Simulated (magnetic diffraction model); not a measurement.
## Magnetic neutron pattern of Cs₂MnCuCl₆

Space group Fm-3m (no. 225), a = 10.0330 Å.

| site | atom | x | y | z |
| --- | --- | --- | --- | --- |
| 8c | Cs | 1/4 | 3/4 | 3/4 |
| 4b | Cu | 1/2 | 0 | 0 |
| 4a | Mn | 0 | 0 | 0 |
| 24e | Cl | 0 | 0 | 0.7602 |

The compound is invented for this exercise: a known structure type with other elements, its cell scaled to their sizes and not relaxed.

Only Cu and Mn are taken to order (form factors of Cu2+ and Mn2+); orders and moment sizes are assumed, and not adapted to the symmetry. Radiation: neutrons of λ = 1.594 Å, 5° to 75°; isotropic B of 0.29 Å² (Cs), 0.43 Å² (Cu), 0.32 Å² (Mn) and 0.42 Å² (Cl). The intensities are simulated: I ∝ L Σ (|F_N|² + |F_M⊥|²) for unpolarised neutrons, with F_M = 2.695 fm/μB × Σ f(s) S exp(2πi Q·r) exp(−B s²) at Q = H ± k (one set where k and −k are equivalent), only the part normal to Q counting and L = 1/(sin²θ cos θ). For collinear order S is the moment m, which repeats by lattice and centring translations R with the sign exp(−2πi k·R). Form factors are spin-only for 3d ions and dipole or tabulated for f ions, scattering lengths are Sears's of 1992, and absorption is left out. A label names one of the reflections at its angle. The strongest nuclear line in the range is 100, and lines under 0.2 are left out.

Assume the order k = (0 0 0), collinear moments along [101], 0.89 μB on Cu and 4.39 μB on Mn; signs + at (1/2, 0, 0), − at (0, 0, 0).

Q: Where does magnetic intensity appear, and how strong is it?

| 2θ (°) | index | nuclear | magnetic |
| --- | --- | --- | --- |
| 15.82 | (1 1 1) | 5.8 | 11.2 |
| 18.28 | (2 0 0) | 8.4 | 2.6 |
| 25.97 | (2 2 0) | 0.9 | 2.1 |
| 30.55 | (3 1 1) | 12.8 | 6.3 |
| 31.95 | (2 2 2) | 100.0 | 0.7 |
| 37.05 | (4 0 0) | 71.2 | 0.3 |
| 40.52 | (3 3 1) | 14.4 | 2.5 |
| 41.62 | (4 2 0) | 6.2 | 0.9 |
| 45.80 | (4 2 2) | 0.8 | 0.6 |
| 48.76 | (5 1 1) | 5.9 | 1.7 |
| 53.41 | (4 4 0) | 71.9 | 0.1 |
| 56.06 | (5 3 1) | 3.2 | 1.4 |
| 56.93 | (6 0 0) | 4.3 | 0.3 |
| 60.32 | (6 2 0) | 0.2 | 0.2 |
| 62.79 | (5 3 3) | 3.5 | 0.4 |
| 63.60 | (6 2 2) | 83.6 | 0.1 |
| 66.78 | (4 4 4) | 32.5 | 0.0 |
| 69.12 | (7 1 1) | 5.7 | 0.6 |
| 69.90 | (6 4 0) | 3.0 | 0.1 |
| 72.95 | (6 4 2) | 0.4 | 0.1 |

The strongest magnetic line in the range is (1 1 1) at 15.82° (11.2). On top of the Lorentz factor, which all lines share, magnetic lines fade with angle because f falls: for Cu2+ it is 0.93, 0.75, 0.55 and 0.23 at sin θ/λ = 0.1, 0.2, 0.3 and 0.5 Å⁻¹, while nuclear lengths stay constant. The net moment is 3.50 μB a primitive cell.
